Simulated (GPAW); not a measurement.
**Core-hole calculation of the Cu K edge in ZrCuSiP (P4/nmm)**

Aim: the near-edge shape at the Cu K edge of ZrCuSiP (P4/nmm), and what the core hole does to it.

Main program and level: GPAW 26.7.0; X-ray absorption from dipole matrix elements to empty bands, plane-wave PAW LDA.

### Step 1. The structure

It takes space group P4/nmm (No. 129, tetragonal). Conventional cell: a = 3.593 Å, b = 3.593 Å, c = 9.526 Å, α = 90.00°, β = 90.00°, γ = 90.00°. Nearest to Zr lie 4 P at 2.71 Å and 4 Si at 2.82 Å. Nearest to Cu lie 4 P at 2.43 Å and 4 Cu at 2.54 Å. P has 4 Cu at 2.43 Å and 4 Zr at 2.71 Å nearest. Nearest to Si lie 4 Si at 2.54 Å and 4 Zr at 2.82 Å. Farther neighbours are not listed.

As a file:

```xyz
8
Lattice="3.5935 0.0000 0.0000 0.0000 3.5935 0.0000 0.0000 0.0000 9.5264" Properties=species:S:1:pos:R:3 pbc="T T T"
Zr    1.7967    0.0000    2.1779
Zr    0.0000    1.7967    7.3485
Cu    0.0000    0.0000    4.7632
Cu    1.7967    1.7967    4.7632
P     1.7967    0.0000    6.3999
P     0.0000    1.7967    3.1264
Si    0.0000    0.0000    0.0000
Si    1.7967    1.7967    0.0000
```

### Step 2. Ground state of the crystal

A plain self-consistent run shows whether there is a gap, which decides the set-up of the core-hole run.

Input file scf.py:

```python
import numpy as np
from ase import Atoms
from ase.parallel import parprint, paropen
from gpaw import GPAW, PW, FermiDirac, Mixer, MixerDif, setup_paths
from gpaw.test import gen
setup_paths.insert(0, '.')
gen('Cu', name='nch1s', xcname='LDA', corehole=(1, 0, 0), write_xml=True)
from gpaw.mpi import world
world.barrier()

atoms = Atoms('Zr2Cu2P2Si2',
    cell=[[3.593484, 0, 0],
     [0, 3.593484, 0],
     [0, 0, 9.526377]],
    scaled_positions=[[0.5, 0, 0.228617],
     [0, 0.5, 0.771383],
     [0, 0, 0.5],
     [0.5, 0.5, 0.5],
     [0.5, 0, 0.671813],
     [0, 0.5, 0.328187],
     [0, 0, 0],
     [0.5, 0.5, 0]],
    pbc=True)
atoms.calc = calc = GPAW(legacy_gpaw=True, mode=PW(430, force_complex_dtype=True), xc='LDA', setups={2: 'nch1s'},
    kpts={'size': (7, 7, 3), 'gamma': True}, occupations=FermiDirac(0.05),
    charge=0, mixer=Mixer(0.1, 5, 50), maxiter=150,
    convergence={'density': 0.0001, 'eigenstates': 1e-6}, txt='scf.txt')
energy = atoms.get_potential_energy() + calc.get_reference_energy()
ef = calc.get_fermi_level()
out = dict(energy=energy, fermi=ef, forces=atoms.get_forces().tolist())
parprint(f'all-electron energy {energy:.4f} eV, Fermi level {ef:.4f} eV')
ev = np.array([[calc.get_eigenvalues(k, s) for k in range(len(calc.get_ibz_k_points()))] for s in range(calc.get_number_of_spins())])
out['homo'], out['lumo'], out['counts'] = ev[ev < ef].max(), ev[ev > ef].min(), sorted(set((ev < ef).sum((0, 2)).tolist()))
out['filled'] = (ev[:, 0] < ef).sum(1).tolist()
import json
with paropen('out.json', 'w') as f:
    json.dump(out, f)
```

On the command line:

```console
$ OMP_NUM_THREADS=1 mpirun -n 4 gpaw python scf.py
```

Numbers of over 12 decimals in the logs are rounded to 6 here.

Output:

```text
Input parameters:
  convergence: {density: 0.0001,
                eigenstates: 1e-06}
  kpts: {gamma: True,
         size: (7, 7, 3)}
  maxiter: 150
  mixer: {backend: pulay,
          beta: 0.1,
          method: separate,
          nmaxold: 5,
          weight: 50}
  mode: {ecut: 430.0,
         force_complex_dtype: True,
         name: pw}
  occupations: {fixmagmom: False,
                name: fermi-dirac,
                width: 0.05}
  setups: {2: nch1s}

Initialize ...

[... PAW data sets ...]

Reference energy: -319737.957472  # eV

Spin-paired calculation

[... convergence settings ...]
Symmetries present (total): 8
  [... symmetry matrices ...]

147 k-points: 7 x 7 x 3 Monkhorst-Pack grid
20 k-points in the irreducible part of the Brillouin zone
       k-points in crystal coordinates                weights
   0:     0.00000000    0.00000000    0.00000000          1/147
   1:     0.00000000    0.00000000    0.33333333          2/147
   2:     0.14285714    0.00000000    0.00000000          4/147
   3:     0.14285714    0.00000000    0.33333333          8/147
   4:     0.14285714    0.14285714    0.00000000          4/147
   5:     0.14285714    0.14285714    0.33333333          8/147
   6:     0.28571429    0.00000000    0.00000000          4/147
   7:     0.28571429    0.00000000    0.33333333          8/147
   8:     0.28571429    0.14285714    0.00000000          8/147
   9:     0.28571429    0.14285714    0.33333333         16/147
          ...
  19:     0.42857143    0.42857143    0.33333333          8/147

Wave functions: Plane wave expansion
  Cutoff energy: 430.000 eV
  Number of coefficients (min, max): 2449, 2513
  Pulay-stress correction: 0.000000 eV/Ang^3 (de/decut=0.000000)
  Using FFTW library
  Wavefunction extrapolation:
    Improved wavefunction reuse through dual PAW basis

Occupation numbers: Fermi-Dirac:
  width: 0.0500  # eV

Eigensolver
   Davidson(niter=2)

Densities:
  Coarse grid: 18*18*48 grid
  Fine grid: 36*36*96 grid
  Total Charge: 0.000000

Density mixing:
  Method: separate
  Backend: pulay
  Linear mixing parameter: 0.1
  old densities: 5
  Width of damping distribution: 1.1
  Damping of long wavelength oscillations: 50

[... Hamiltonian set-up ...]
Number of atoms: 8
Number of atomic orbitals: 60
Number of bands in calculation: 43
Number of valence electrons: 64
Bands to converge: occupied

... initialized

Initializing position-dependent things.

Density initialized from atomic densities
Creating initial wave functions:
  43 bands from LCAO basis set

Positions:
   0 Zr     1.796742    0.000000    2.177892    ( 0.0000,  0.0000,  0.0000)
   1 Zr     0.000000    1.796742    7.348485    ( 0.0000,  0.0000,  0.0000)
   2 Cu     0.000000    0.000000    4.763189    ( 0.0000,  0.0000,  0.0000)
   3 Cu     1.796742    1.796742    4.763189    ( 0.0000,  0.0000,  0.0000)
   4 P      1.796742    0.000000    6.399944    ( 0.0000,  0.0000,  0.0000)
   5 P      0.000000    1.796742    3.126433    ( 0.0000,  0.0000,  0.0000)
   6 Si     0.000000    0.000000    0.000000    ( 0.0000,  0.0000,  0.0000)
   7 Si     1.796742    1.796742    0.000000    ( 0.0000,  0.0000,  0.0000)

Unit cell:
           periodic     x           y           z      points  spacing
  1. axis:    yes    3.593484    0.000000    0.000000    18     0.1996
  2. axis:    yes    0.000000    3.593484    0.000000    18     0.1996
  3. axis:    yes    0.000000    0.000000    9.526377    48     0.1985

  Lengths:   3.593484   3.593484   9.526377
  Angles:   90.000000  90.000000  90.000000

Effective grid spacing dv^(1/3) = 0.1992

iter:   1   -63.239622
iter:   2   -59.193854   +0.11  -1.11
iter:   3   -56.606189   -1.26  -1.25
iter:   4   -56.050851   -1.44  -1.36
iter:   5   -55.908787   -1.74  -1.46
iter:   6   -55.999841   -1.87  -1.67
iter:   7   -55.872662   -2.49  -2.02
iter:   8   -55.872904   -3.43  -2.58
iter:   9   -55.877918c  -3.15  -2.57
iter:  10   -55.876556c  -3.72  -2.55
iter:  11   -55.869809c  -3.46  -2.72
iter:  12   -55.869634c  -4.47  -2.99
iter:  13   -55.869591c  -4.71  -3.06
iter:  14   -55.869447c  -5.23  -3.21
iter:  15   -55.869386c  -5.54  -3.28
iter:  16   -55.869447c  -5.19  -3.35
iter:  17   -55.869389c  -5.39  -3.57
iter:  18   -55.869391c  -5.75  -3.75
iter:  19   -55.869387c  -6.71c -4.01c

Converged after 19 iterations.

Dipole moment: (-0.000000, -0.000000, -0.000000) |e|*Ang

Energy contributions relative to reference atoms: (reference = -319737.957472)

Kinetic:         +3.014684
Potential:       -6.625941
External:        +0.000000
XC:             -52.992461
Entropy (-ST):   -0.012153
Local:           +0.740407
SIC:             +0.000000
--------------------------
Free energy:    -55.875464
Extrapolated:   -55.869387

Showing only first 2 kpts
 Kpt  Band  Eigenvalues  Occupancy
  0    30      9.12930    1.99986
  0    31      9.12930    1.99986
  0    32     10.42873    0.00000
  0    33     11.20313    0.00000

  1    30      9.24829    1.99849
  1    31      9.24829    1.99849
  1    32     10.28305    0.00000
  1    33     10.85060    0.00000

Fermi level: 9.60761

No gap
No difference between direct/indirect transitions

Forces in eV/Ang:
  0 Zr    0.00000    0.00000    0.13069
  1 Zr    0.00000    0.00000   -0.13069
  2 Cu    0.00000    0.00000    0.00000
  3 Cu    0.00000    0.00000    0.00000
  4 P     0.00000    0.00000   -0.17743
  5 P     0.00000    0.00000    0.17743
  6 Si   -0.00000    0.00000    0.00000
  7 Si    0.00000    0.00000    0.00000
Scalar-relativistic atomic LDA calculation for Cu (Copper, Z=29)
Core hole in 1s state (1s occupation: 2.0)
600 radial gridpoints.
|------------------------------------------------|
|------------------------------------------------|
[... the atom generator's iteration count ...]

Energy contributions:
-------------------------
Kinetic:    +1675.285700
XC:           -64.895881
Potential:  -3262.312180
-------------------------
Total:      -1651.922361

state      eigenvalue         ekin         rmax
-----------------------------------------------
1s^2.0 :  -324.467727   418.664247        0.034
2s^2.0 :   -38.956231    78.634526        0.197
2p^6.0 :   -33.679353    76.825479        0.158
3s^2.0 :    -4.193271    17.288793        0.614
3p^6.0 :    -2.647366    15.189343        0.619
3d^10.0:    -0.195673     9.285239        0.600
4s^1.0 :    -0.178486     1.169252        2.257
4p^0.0 :    -0.028757     0.396770        3.504
-----------------------------------------------
(units: Bohr and Hartree)

Generating PAW setup
Kinetic energy of the core from tauc = 1596.294566
Cutoffs:
rc(s)=2.200
rc(p)=2.200
rc(d)=2.000
rc(vbar)=1.800
rc(comp)=2.000
rc(nct)=2.200

Kinetic energy of the core states: 1581.264061
Charge: 0.0
Core electrons: 18.0
Valence electrons: 11.0
Pseudo-core charge: 0.387458
Shape function alpha=2.500
Pseudo-electron charge 4.216968
state    eigenvalue         norm
--------------------------------
4s(1) :    -0.178486     1.057125
*s    :     0.821514
4p(0) :    -0.028757     1.001617
*p    :     0.971243
3d(10):    -0.195673     0.277238
*d    :     0.804327
--------------------------------

Diagonalizing with gridspacing h=0.050

state   all-electron     PAW
-------------------------------
4s:      -0.178486    -0.178572
4p:      -0.028757    -0.028678
3d:      -0.195673    -0.196155
*f:                    0.071609
-------------------------------
all-electron energy -319793.8269 eV, Fermi level 9.6076 eV
```

It took 23 s on 4 MPI ranks of Intel Xeon Platinum 8488C (Sapphire Rapids), shared host; peak memory 0.23 GiB.

The mesh shows no gap, so the system is treated as a metal and the core electron is put at the Fermi level (neutral cell).

### Step 3. Spectrum without a core hole, Cu atom 3

This cheap baseline ignores the attraction of the hole: it shows the absorber's empty states as they are in the ground state. The data set with a hole of occupation 0 only carries the core orbital.

The absorber has 4 P at 2.43 Å and 4 Cu at 2.54 Å (8-fold, site symmetry -4m2).

Input file xas.py:

```python
import numpy as np
from ase import Atoms
from ase.parallel import parprint, paropen
from gpaw import GPAW, PW, FermiDirac, Mixer, MixerDif, setup_paths
from gpaw.test import gen
setup_paths.insert(0, '.')
gen('Cu', name='nch1s', xcname='LDA', corehole=(1, 0, 0), write_xml=True)
from gpaw.mpi import world
world.barrier()

atoms = Atoms('Zr2Cu2P2Si2',
    cell=[[3.593484, 0, 0],
     [0, 3.593484, 0],
     [0, 0, 9.526377]],
    scaled_positions=[[0.5, 0, 0.228617],
     [0, 0.5, 0.771383],
     [0, 0, 0.5],
     [0.5, 0.5, 0.5],
     [0.5, 0, 0.671813],
     [0, 0.5, 0.328187],
     [0, 0, 0],
     [0.5, 0.5, 0]],
    pbc=True)
atoms.calc = calc = GPAW(legacy_gpaw=True, mode=PW(430, force_complex_dtype=True), xc='LDA', setups={2: 'nch1s'},
    kpts={'size': (9, 9, 4), 'gamma': True}, occupations=FermiDirac(0.1),
    charge=0, mixer=Mixer(0.1, 5, 50), maxiter=150,
    convergence={'density': 0.0001, 'eigenstates': 1e-6}, txt='scf.txt')
energy = atoms.get_potential_energy() + calc.get_reference_energy()
ef = calc.get_fermi_level()
out = dict(energy=energy, fermi=ef, forces=atoms.get_forces().tolist())
parprint(f'all-electron energy {energy:.4f} eV, Fermi level {ef:.4f} eV')
ev = np.array([[calc.get_eigenvalues(k, s) for k in range(len(calc.get_ibz_k_points()))] for s in range(calc.get_number_of_spins())])
out['homo'], out['lumo'], out['counts'] = ev[ev < ef].max(), ev[ev > ef].min(), sorted(set((ev < ef).sum((0, 2)).tolist()))
out['filled'] = (ev[:, 0] < ef).sum(1).tolist()

from ase.units import Ha
from gpaw.xas import dipole_matrix_elements
nb = int(calc.get_number_of_electrons() / 2) + 86
top, nb = nb, nb + 8 + nb // 12
nscf = calc.fixed_density(kpts={'size': (7, 7, 3), 'gamma': True}, nbands=nb,
    convergence={'bands': top, 'eigenstates': 5e-3}, maxiter=60, txt='nscf.txt')
cell = atoms.cell.array
ops = [cell.T @ U.T @ np.linalg.inv(cell.T) for U in nscf.wfs.kd.symmetry.op_scc]
E = np.arange(-25, 34, 0.1)
fwhm = np.interp(E, [4, 25], [1.55, 3.5])
Y, X, zero, highest = 0, 0, 1e9, 1e9
for spin in range(nscf.get_number_of_spins()):
    wfs = nscf.wfs
    mine = wfs.bd.get_slice()  # this rank's bands
    A = dipole_matrix_elements(wfs.setups[2])
    eps = np.zeros((wfs.kd.nibzkpts, nb))
    d = np.zeros((3, A.shape[1], wfs.kd.nibzkpts, nb), complex)
    for kpt in wfs.kpt_u:
        if kpt.s == spin and 2 in kpt.P_ani:
            eps[kpt.k, mine] = kpt.eps_n * Ha
            d[:, :, kpt.k, mine] = (kpt.weight * wfs.nspins / 2) ** 0.5 * np.inner(A, kpt.P_ani[2])
    world.sum(eps)
    world.sum(d)
    T = np.einsum('amkn,bmkn->abkn', d, d.conj()).real
    T = sum(np.einsum('ai,ijkn,bj->abkn', R, T, R) for R in ops) / len(ops)
    empty = eps > ef
    zero, highest = min(zero, eps[empty].min()), min(highest, eps[:, top - 1].min())
    lines = [(eps, T, empty)] if spin == 0 else lines + [(eps, T, empty)]
for eps, T, empty in lines:
    f = np.einsum('aakn->akn', T).reshape(3, -1)
    x = eps.ravel() - zero
    w = np.interp(x, E, fwhm) / 2.35482
    g = np.exp(-0.5 * ((E[:, None] - x) / w) ** 2) / (w * (2 * np.pi) ** 0.5)
    Y = Y + (f * empty.ravel()) @ g.T
    X = X + (f * ~empty.ravel()) @ g.T
out.update(E=E.round(2).tolist(), xas=Y.tolist(), xes=X.tolist(), zero=zero, valid=highest - zero, nk=len(eps), nb=nb)
for i in range(0, len(E), 10):
    parprint(f'{E[i]:7.2f}', *(f'{v:10.3e}' for v in Y[:, i]))
import json
with paropen('out.json', 'w') as f:
    json.dump(out, f)
```

On the command line:

```console
$ OMP_NUM_THREADS=1 mpirun -n 4 gpaw python xas.py
```

Output:

```text
Input parameters:
  convergence: {density: 0.0001,
                eigenstates: 1e-06}
  kpts: {gamma: True,
         size: (9, 9, 4)}
  maxiter: 150
  mixer: {backend: pulay,
          beta: 0.1,
          method: separate,
          nmaxold: 5,
          weight: 50}
  mode: {ecut: 430.0,
         force_complex_dtype: True,
         name: pw}
  occupations: {fixmagmom: False,
                name: fermi-dirac,
[...]
*d    :     0.804327
--------------------------------

Diagonalizing with gridspacing h=0.050

state   all-electron     PAW
-------------------------------
4s:      -0.178486    -0.178572
4p:      -0.028757    -0.028678
3d:      -0.195673    -0.196155
*f:                    0.071609
-------------------------------
all-electron energy -319793.8284 eV, Fermi level 9.5542 eV
[...]
32.00  1.508e-07  1.508e-07  1.341e-07
  33.00  1.402e-07  1.402e-07  1.310e-07
[key lines of the parts left out:]
Converged after 15 iterations.
Dipole moment: (-0.000000, -0.000000, 0.000000) |e|*Ang
Free energy:    -55.894311
Fermi level: 9.55425
```

The job ended after 58 s (4 MPI ranks; peak memory 0.33 GiB; 3.8 min of CPU time).

The Cu K spectrum, Cu atom 3, no core hole (energy from the lowest empty level; intensity scaled to a mean of 1 over the first 20 eV; polarised curves are means over the symmetry-equivalent atoms):

```csv
E (eV),isotropic,ε ⊥ c,ε ∥ c
-2.0,0.00,0.00,0.00
-1.5,0.00,0.00,0.00
-1.0,0.01,0.01,0.02
-0.5,0.05,0.04,0.07
0.0,0.12,0.10,0.16
0.5,0.20,0.19,0.23
1.0,0.26,0.26,0.25
1.5,0.32,0.33,0.28
2.0,0.38,0.40,0.35
2.5,0.39,0.39,0.40
3.0,0.39,0.38,0.39
3.5,0.44,0.47,0.37
4.0,0.55,0.62,0.40
4.5,0.65,0.74,0.46
5.0,0.75,0.85,0.54
5.5,0.88,0.99,0.68
6.0,1.05,1.10,0.95
6.5,1.22,1.17,1.32
7.0,1.35,1.20,1.65
7.5,1.39,1.20,1.77
8.0,1.34,1.16,1.70
8.5,1.25,1.12,1.51
9.0,1.17,1.10,1.30
9.5,1.12,1.09,1.18
10.0,1.08,1.05,1.15
10.5,1.05,0.98,1.19
11.0,1.03,0.92,1.25
11.5,1.05,0.92,1.30
12.0,1.07,0.96,1.29
12.5,1.09,1.02,1.22
13.0,1.10,1.09,1.11
13.5,1.10,1.15,0.99
14.0,1.11,1.22,0.90
14.5,1.15,1.30,0.84
15.0,1.20,1.39,0.82
15.5,1.25,1.46,0.85
16.0,1.29,1.48,0.92
16.5,1.31,1.46,1.02
17.0,1.31,1.40,1.13
17.5,1.31,1.35,1.24
18.0,1.32,1.33,1.32
18.5,1.36,1.34,1.38
19.0,1.40,1.39,1.42
19.5,1.44,1.45,1.43
20.0,1.46,1.48,1.42
20.5,1.43,1.46,1.38
21.0,1.38,1.40,1.34
21.5,1.31,1.32,1.29
22.0,1.24,1.23,1.27
22.5,1.19,1.16,1.26
23.0,1.17,1.12,1.27
23.5,1.17,1.10,1.30
24.0,1.19,1.11,1.35
24.5,1.23,1.13,1.42
25.0,1.28,1.17,1.50
25.5,1.34,1.22,1.60
26.0,1.41,1.27,1.69
26.5,1.47,1.32,1.77
27.0,1.52,1.38,1.80
27.5,1.55,1.44,1.78
28.0,1.56,1.48,1.70
28.5,1.53,1.50,1.57
29.0,1.46,1.49,1.42
29.5,1.37,1.43,1.26
30.0,1.27,1.34,1.11
30.5,1.15,1.23,1.00
31.0,1.05,1.11,0.91
```

Main maxima below 30 eV (height): 7.4 eV (1.39), 20.0 eV (1.46) and 27.8 eV (1.56). A K edge sees empty p states on the absorber.

The same matrix elements for filled bands give the Cu K emission of Cu atom 3 (ground-state approximation; energy from the lowest empty level, largest value 1):

```csv
E (eV),emission
-24.00,0.00
-23.25,0.00
-22.50,0.00
-21.75,0.00
-21.00,0.00
-20.25,0.00
-19.50,0.00
-18.75,0.00
-18.00,0.00
-17.25,0.00
-16.50,0.00
-15.75,0.00
-15.00,0.00
-14.25,0.00
-13.50,0.01
-12.75,0.05
-12.00,0.20
-11.25,0.31
-10.50,0.18
-9.75,0.04
-9.00,0.01
-8.25,0.01
-7.50,0.07
-6.75,0.24
-6.00,0.46
-5.25,0.76
-4.50,0.99
-3.75,0.90
-3.00,0.73
-2.25,0.62
-1.50,0.51
-0.75,0.34
0.00,0.14
0.75,0.03
1.50,0.00
2.25,0.00
3.00,0.00
```

Emission maxima: -11.2 eV (0.32) and -4.4 eV (1.00).

### Step 4. Reference energy of the supercell

The photon energy needs a difference of total energies, so the cell and mesh of the coming hole run are first run without a hole.

scf.py: that of step 2 with these lines changed.

```diff
@@ -10,17 +10,25 @@
 
-atoms = Atoms('Zr2Cu2P2Si2',
-    cell=[[3.593484, 0, 0],
-     [0, 3.593484, 0],
-     [0, 0, 9.526377]],
-    scaled_positions=[[0.5, 0, 0.228617],
-     [0, 0.5, 0.771383],
-     [0, 0, 0.5],
-     [0.5, 0.5, 0.5],
-     [0.5, 0, 0.671813],
-     [0, 0.5, 0.328187],
+atoms = Atoms('Zr4Cu4P4Si4',
+    cell=[[-3.593484, 3.593484, 0],
+     [-3.593484, -3.593484, 0],
+     [3.593484, 0, 9.526377]],
+    scaled_positions=[[0.8643085, 0.8643085, 0.228617],
+     [0.3643085, 0.3643085, 0.228617],
+     [0.6356915, 0.1356915, 0.771383],
+     [0.1356915, 0.6356915, 0.771383],
+     [0.25, 0.25, 0.5],
+     [0.75, 0.75, 0.5],
+     [0.25, 0.75, 0.5],
+     [0.75, 0.25, 0.5],
+     [0.0859065, 0.0859065, 0.671813],
+     [0.5859065, 0.5859065, 0.671813],
+     [0.4140935, 0.9140935, 0.328187],
+     [0.9140935, 0.4140935, 0.328187],
      [0, 0, 0],
-     [0.5, 0.5, 0]],
+     [0.5, 0.5, 0],
+     [0, 0.5, 0],
+     [0.5, 0, 0]],
     pbc=True)
-atoms.calc = calc = GPAW(legacy_gpaw=True, mode=PW(430, force_complex_dtype=True), xc='LDA', setups={2: 'nch1s'},
-    kpts={'size': (7, 7, 3), 'gamma': True}, occupations=FermiDirac(0.05),
+atoms.calc = calc = GPAW(legacy_gpaw=True, mode=PW(430, force_complex_dtype=True), xc='LDA', setups={4: 'nch1s'},
+    kpts={'size': (5, 5, 5), 'gamma': True}, occupations=FermiDirac(0.1),
     charge=0, mixer=Mixer(0.1, 5, 50), maxiter=150,
```

On the command line:

```console
$ OMP_NUM_THREADS=1 mpirun -n 4 gpaw python scf.py
```

Output:

```text
Input parameters:
  convergence: {density: 0.0001,
                eigenstates: 1e-06}
  kpts: {gamma: True,
         size: (5, 5, 5)}
  maxiter: 150
  mixer: {backend: pulay,
          beta: 0.1,
          method: separate,
          nmaxold: 5,
          weight: 50}
  mode: {ecut: 430.0,
         force_complex_dtype: True,
         name: pw}
  occupations: {fixmagmom: False,
                name: fermi-dirac,
[...]
<dir> UserWarning: Initial realspace grid (25,25,49) inconsistent with symmetries.
  warnings.warn(
<dir> UserWarning: Using symmetrized grid: (49,49,49).

  warnings.warn('Using symmetrized grid: ({},{},{}).\n'.format(*N_c))
<dir> UserWarning: Initial realspace grid (25,25,49) inconsistent with symmetries.
  warnings.warn(
<dir> UserWarning: Using symmetrized grid: (49,49,49).

  warnings.warn('Using symmetrized grid: ({},{},{}).\n'.format(*N_c))
all-electron energy -639587.7106 eV, Fermi level 9.5886 eV
[key lines of the parts left out:]
Converged after 16 iterations.
Dipole moment: (-0.000000, 0.000000, -0.000000) |e|*Ang
Free energy:   -111.832049
Fermi level: 9.58859
```

Elapsed: 3.6 min, on 4 MPI ranks; peak memory 0.52 GiB; 14 min of CPU time.

Reference energy: -639587.711 eV with the cores included.

[end of part 1 of 2]

[Banner, clock and machine lines of the logs are left out without a mark of their own.]

[Logs are printed without paths, hosts, clocks, repeated set-up lines and the standing remarks that a program may print on its own settings, such as how far it seeks lower states.]

[Hosts, paths, dates, database ids (printed as entryN), source tags and the programs' standing remarks are cut or masked in the printed files.]

[Lists of maxima count a maximum above −3 eV only where it reaches 4 % of the highest in the window and stands out from its surroundings by 2 % of it (1.5 % where it reaches 55 %); shoulders and weaker maxima are passed over, and of the rest the first, up to two pre-edge ones and the few strongest are named.]
